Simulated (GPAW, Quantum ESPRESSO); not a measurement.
The Y L₃ edge of atom 2 in YTe (Fm-3m), with 6 Te at 3.04 Å (octahedral, site symmetry m-3m), was computed in 2 ways: excited-electron core hole (neutral cell) and no core hole. Program and functional: GPAW, LDA, Gaussian full width 1.5 eV up to 4 eV, rising linearly to 3.5 eV at 25 eV; cells of 2 and 8 atoms (the run without a hole in the smaller).

Each run is counted from its own lowest empty level or Fermi level and scaled to a mean of 1 over its first 20 eV.

| E (eV) | run 1 | run 2 |
| --- | --- | --- |
| -2.0 | 0.01 | 0.00 |
| -1.0 | 0.36 | 0.06 |
| 0.0 | 2.63 | 0.68 |
| 1.0 | 3.86 | 2.19 |
| 2.0 | 2.65 | 3.25 |
| 3.0 | 1.30 | 2.16 |
| 4.0 | 0.71 | 0.89 |
| 5.0 | 0.61 | 0.71 |
| 6.0 | 0.89 | 1.08 |
| 7.0 | 0.86 | 1.08 |
| 8.0 | 0.65 | 0.76 |
| 9.0 | 0.63 | 0.66 |
| 10.0 | 0.66 | 0.72 |
| 11.0 | 0.62 | 0.67 |
| 12.0 | 0.67 | 0.67 |
| 13.0 | 0.76 | 0.77 |
| 14.0 | 0.70 | 0.77 |
| 15.0 | 0.60 | 0.66 |
| 16.0 | 0.57 | 0.61 |
| 17.0 | 0.55 | 0.58 |
| 18.0 | 0.50 | 0.52 |
| 19.0 | 0.49 | 0.49 |
| 20.0 | 0.55 | 0.52 |
| 21.0 | 0.66 | 0.61 |
| 22.0 | 0.77 | 0.72 |
| 23.0 | 0.81 | 0.79 |
| 24.0 | 0.76 | 0.80 |
| 25.0 | 0.65 | 0.72 |
| 26.0 | 0.54 | 0.62 |
| 27.0 | 0.48 | 0.53 |
| 28.0 | 0.46 | 0.48 |
| 29.0 | 0.48 | 0.48 |
| 30.0 | 0.52 | 0.50 |
| 31.0 | 0.56 | 0.53 |

The database entry behind the starting cell differs from later determinations by our own check (0.1 to 0.3 % short, probably kX units), so it need not match the best structure at ambient conditions.

Question: Which run is which?

Run 1: excited-electron core hole (neutral cell) (area from −2 to 6 eV 12.5, main maxima 0.8 eV (3.90), 6.4 eV (0.94), 13.2 eV (0.76) and 23.0 eV (0.81)). Run 2: no core hole (area from −2 to 6 eV 10.5, main maxima 2.0 eV (3.25), 6.4 eV (1.16), 13.4 eV (0.79) and 23.6 eV (0.81)). With each curve scaled to its own mean, the area from −2 to 6 eV with the hole is 12.5 against 10.5, and the centre of weight from −1 to 20 eV moves by -0.9 eV: the hole pulls the absorber's empty states down.

[Hosts, paths, dates, database ids (printed as entryN), source tags and the programs' standing remarks are cut or masked in the printed files.]

[Lists of maxima count a maximum above −3 eV only where it reaches 4 % of the highest in the window and stands out from its surroundings by 2 % of it (1.5 % where it reaches 55 %); shoulders and weaker maxima are passed over, and of the rest the first, up to two pre-edge ones and the few strongest are named.]
